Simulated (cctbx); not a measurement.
## Occupancies in BaCo4Sb12

Cell a = 9.3370 Å, b = 9.3370 Å, c = 9.3370 Å, α = 90.00°, β = 90.00°, γ = 90.00°; space group Im-3 (no. 204); nominal formula BaCo4Sb12.

The data are simulated with cctbx, not measured: Mo Kα, λ = 0.71073 Å, to d = 0.6 Å, 95 % of the full sphere, strongest reflection 20000 counts, noise from counting, a 4 % proportional error and a noise floor of 8 counts (s.d.); no absorption, and some extinction, which the refinements don't model.

With every site full:

```text
Rint 0.042, 382 unique reflections to 0.60 A
cycle     R1     wR2    GooF  max shift (A)
   1  0.1183  0.2463  12.899   0.00025
   2  0.0171  0.0344   1.801   0.00000
final R1 0.0171 wR2 0.0344 GooF 1.801  parameters 9  data/parameter 42.4
atom        x        y        z      Ueq    occ   su(xyz)  su(Uiso or U11)
Ba1    0.00000  0.00000  0.00000   0.0153  1.000  0.00000  0.0001
Sb1    0.65553  0.15480  0.00000   0.0123  1.000  0.00002  0.0001
Co2    0.75000  0.25000  0.25000   0.0149  1.000  0.00000  0.0001
difference map: max 0.91 min -5.02 rms 0.33
Q1    0.0000  0.2011  0.5000   12    0.91  1.98 A from Sb1
Q2    0.2299  0.2299  0.2299   16    0.90  0.32 A from Co2
Q3    0.0000  0.2635  0.4592   24    0.68  1.68 A from Sb1
Q4    0.0000  0.0808  0.4104   24    0.65  1.74 A from Sb1
Q5    0.0000  0.1440  0.0607   24    0.64  1.46 A from Ba1
Q6    0.0000  0.0981  0.2689   24    0.64  1.85 A from Sb1
```

With the occupancies of the suspect sites free, each still typed as its main element:

```text
Rint 0.042, 382 unique reflections to 0.60 A
cycle     R1     wR2    GooF  max shift (A)
   1  0.0570  0.1458   7.659   0.00006
  12  0.0129  0.0253   1.328   0.00000
final R1 0.0129 wR2 0.0252 GooF 1.326  parameters 11  data/parameter 34.7
atom        x        y        z      Ueq    occ   su(xyz)  su(Uiso or U11)
Ba1    0.00000  0.00000  0.00000   0.0135  0.947  0.00000  0.0001
Sb1    0.65551  0.15479  0.00000   0.0123  1.000  0.00002  0.0001
Co2    0.75000  0.25000  0.25000   0.0157  1.026  0.00000  0.0002
su of occupancy Ba1: 0.004
su of occupancy Co2: 0.004
difference map: max 0.87 min -2.14 rms 0.27
Q1    0.0000  0.2006  0.5000   12    0.88  1.98 A from Sb1
Q2    0.0000  0.0000  0.3763   12    0.65  1.48 A from Sb1
Q3    0.0000  0.2621  0.4594   24    0.65  1.69 A from Sb1
Q4    0.0000  0.0805  0.4116   24    0.64  1.75 A from Sb1
Q5    0.1399  0.1399  0.1399   16    0.60  1.78 A from Co2
Q6    0.0000  0.0986  0.2685   24    0.60  1.85 A from Sb1
```

**Question.** What is the disorder?

X-rays count electrons. Ba1 refines to 0.947(0.004), or 53.0 electrons; the site truly holds 0.9 Ba and 0.1 Co, 53.1 electrons, which is 0.948 of Ba; Co2 refines to 1.026(0.004), or 27.7 electrons; the site truly holds 0.975 Co and 0.025 Ba, 27.7 electrons, which is 1.027 of Co. A value under 1 can't tell vacancies from a lighter guest, and one over 1 needs a heavier guest; chemistry or a second radiation must settle which. Occupancy correlates with U and the scale, and the two elements' form factors differ in shape, so the match is approximate.

Freeing them takes R1 from 0.0171 to 0.0129 and GooF from 1.80 to 1.33.

This is a model crystal, built by substitution and not relaxed, with assumed displacement parameters.

[Middle refinement cycles are left out of these outputs.]

[Logs are printed without paths, hosts, clocks, repeated set-up lines and the standing remarks that a program may print on its own settings, such as how far it seeks lower states.]
